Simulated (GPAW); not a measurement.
Computed results, one entry a study.

```json
{"subject": "Quasiparticle gap of SnSe2 (1T monolayer) in GPAW", "lattice_ang": [[3.7666, -0.0, 0.0], [-1.8833, 3.262, 0.0], [0.0, 0.0, 14.1]], "atoms": [["Sn", 0.0, 0.0, 0.5], ["Se", 0.3333, 0.6667, 0.6119], ["Se", 0.6667, 0.3333, 0.3881]], "method": "DFT, LDA, plane waves, PAW (and 1 further level or step)", "program": "GPAW 26.7.0", "settings": "cutoff 450 eV, GPAW PAW setups 1.2.1 data release, 9×9×1 k-mesh, nbands 291", "cost": "3 runs, 5.1 min in all on 4 MPI ranks of Arm Neoverse V1, shared host", "notes": "The structure was relaxed with LDA. Limits: no spin-orbit coupling.", "results": {"lda_gap": "0.75 eV, indirect", "g0w0_gap_on_the_mesh": "1.93 eV", "gw_settings": "9×9×1 mesh, 130 bands, screening to 48 eV, full frequency, Hilbert transform", "known_limits": "short of the basis limit; no spin-orbit coupling"}}
```

[Long decimals in the printed logs are rounded to 6 places.]

[Logs are printed without paths, hosts, clocks, repeated set-up lines and the standing remarks that a program may print on its own settings, such as how far it seeks lower states.]

[Paths, hosts, dates, memory and timing lines, banners, echoed tables and standing remarks are left out of the program output; an Ansatz launch command may be rebuilt from the run's recorded settings. Measured values are a selection of at most five: reports struck by readers or far from the other reports are left out. None is set beside runs whose start may be inverted or whose files or cutoffs have a known fault.]

[Runs of the session that timed out or met a known fault of the program may be left out.]

[Hosts, paths, dates, database ids (printed as entryN), source tags and the programs' standing remarks are cut or masked in the printed files.]

[Where the starting crystal was built by hand or by swapping elements, it need not be the compound's stable phase.]
